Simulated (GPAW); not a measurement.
Consider AgO (I4_1/a).

```cif
data_structure
_symmetry_space_group_name_H-M 'P 1'
_symmetry_Int_Tables_number 1
_cell_length_a 6.6444
_cell_length_b 6.6444
_cell_length_c 6.6444
_cell_angle_alpha 118.113
_cell_angle_beta 118.113
_cell_angle_gamma 93.301
_cell_volume 212.95
loop_
_atom_site_label
_atom_site_type_symbol
_atom_site_fract_x
_atom_site_fract_y
_atom_site_fract_z
_atom_site_occupancy
Ag1 Ag 0.37500 0.12500 0.75000 1
Ag2 Ag 0.37500 0.62500 0.75000 1
Ag3 Ag 0.37500 0.62500 0.25000 1
Ag4 Ag 0.87500 0.62500 0.25000 1
Ag5 Ag 0.87500 0.62500 0.75000 1
Ag6 Ag 0.87500 0.12500 0.75000 1
Ag7 Ag 0.87500 0.12500 0.25000 1
Ag8 Ag 0.37500 0.12500 0.25000 1
O9 O 0.74200 0.39920 0.81680 1
O10 O 0.67520 0.99200 0.84280 1
O11 O 0.58240 0.92520 0.18320 1
O12 O 0.14920 0.83240 0.15720 1
O13 O 0.00800 0.85080 0.68320 1
O14 O 0.07480 0.25800 0.65720 1
O15 O 0.16760 0.32480 0.31680 1
O16 O 0.60080 0.41760 0.34280 1
```

Absorber: atom 1, with 2 O at 2.17 Å (linear, site symmetry -1). Method: GPAW, LDA, excited-electron core hole (neutral cell), 16-atom cell with 6.6 Å between holes, 4×4×4 k points, dipole transitions, Gaussian full width 2.4 eV up to 4 eV, rising linearly to 3.5 eV at 25 eV.

Question: What does the Ag L₃ edge look like?

Main maxima up to 30 eV above the zero (height): 2.0 eV (0.57), 17.6 eV (2.05) and 27.0 eV (1.49). At an L edge the dipole rule selects empty d (and weakly s) states on the absorber, and this run shows no strong white line at the onset. 

The Ag L₃ spectrum (energy from the lowest empty level; intensity scaled to a mean of 1 over the first 20 eV; polarised curves are means over the symmetry-equivalent atoms):

```tsv
E (eV)	isotropic	ε ⊥ c	ε ∥ c
-2.0	0.02	0.02	0.02
-1.5	0.05	0.05	0.04
-1.0	0.10	0.11	0.10
-0.5	0.19	0.20	0.18
0.0	0.30	0.30	0.28
0.5	0.40	0.41	0.38
1.0	0.49	0.50	0.47
1.5	0.55	0.55	0.54
2.0	0.57	0.57	0.57
2.5	0.54	0.54	0.56
3.0	0.50	0.48	0.54
3.5	0.46	0.43	0.52
4.0	0.44	0.40	0.52
4.5	0.45	0.40	0.54
5.0	0.47	0.42	0.58
5.5	0.52	0.46	0.63
6.0	0.57	0.51	0.68
6.5	0.62	0.57	0.72
7.0	0.66	0.61	0.75
7.5	0.68	0.65	0.74
8.0	0.69	0.68	0.73
8.5	0.70	0.70	0.70
9.0	0.71	0.72	0.69
9.5	0.72	0.74	0.68
10.0	0.74	0.77	0.68
10.5	0.76	0.79	0.70
11.0	0.79	0.82	0.74
11.5	0.84	0.85	0.81
12.0	0.89	0.89	0.89
12.5	0.95	0.93	1.00
13.0	1.02	0.97	1.11
13.5	1.10	1.03	1.23
14.0	1.20	1.11	1.38
14.5	1.33	1.22	1.54
15.0	1.48	1.35	1.73
15.5	1.65	1.51	1.93
16.0	1.81	1.66	2.10
16.5	1.93	1.79	2.22
17.0	2.02	1.89	2.28
17.5	2.05	1.94	2.27
18.0	2.04	1.96	2.20
18.5	1.99	1.94	2.08
19.0	1.90	1.88	1.93
19.5	1.78	1.79	1.77
20.0	1.67	1.71	1.61
20.5	1.58	1.63	1.48
21.0	1.53	1.59	1.39
21.5	1.50	1.58	1.35
22.0	1.50	1.58	1.34
22.5	1.50	1.58	1.36
23.0	1.50	1.57	1.37
23.5	1.49	1.55	1.38
24.0	1.48	1.53	1.37
24.5	1.46	1.51	1.36
25.0	1.45	1.50	1.36
25.5	1.46	1.50	1.37
26.0	1.47	1.51	1.38
26.5	1.49	1.53	1.40
27.0	1.49	1.53	1.41
27.5	1.49	1.52	1.41
28.0	1.47	1.50	1.40
28.5	1.44	1.46	1.38
29.0	1.40	1.43	1.36
29.5	1.38	1.40	1.34
30.0	1.37	1.39	1.33
30.5	1.38	1.40	1.34
31.0	1.41	1.43	1.37
31.5	1.46	1.48	1.42
32.0	1.51	1.53	1.47
```

Only the L₃ part is meant: spin–orbit coupling of the core level isn't computed and the L₂ copy isn't added. The script folds with a Gaussian, whereas the core hole's own line is a Lorentzian, so the onset is too steep and the first peak too high. The unit cell's mesh shows no gap over 0.35 eV. That is right for a metallic compound; for a small-gap or correlated insulator it would be the fault of the functional or of the assumed magnetic order, and the hole would be screened too well. The crystal has 2 inequivalent Ag sites and not all are shown here, while a measurement adds them all. Lifetime broadening is put in by hand, and intensities beyond about 20 eV depend on it and on the partial waves. The structure is a published determination, not relaxed.

[Banner, clock and machine lines of the logs are left out without a mark of their own.]

[Logs are printed without paths, hosts, clocks, repeated set-up lines and the standing remarks that a program may print on its own settings, such as how far it seeks lower states.]

[Hosts, paths, dates, database ids (printed as entryN), source tags and the programs' standing remarks are cut or masked in the printed files.]

[Lists of maxima count a maximum above −3 eV only where it reaches 4 % of the highest in the window and stands out from its surroundings by 2 % of it (1.5 % where it reaches 55 %); shoulders and weaker maxima are passed over, and of the rest the first, up to two pre-edge ones and the few strongest are named.]
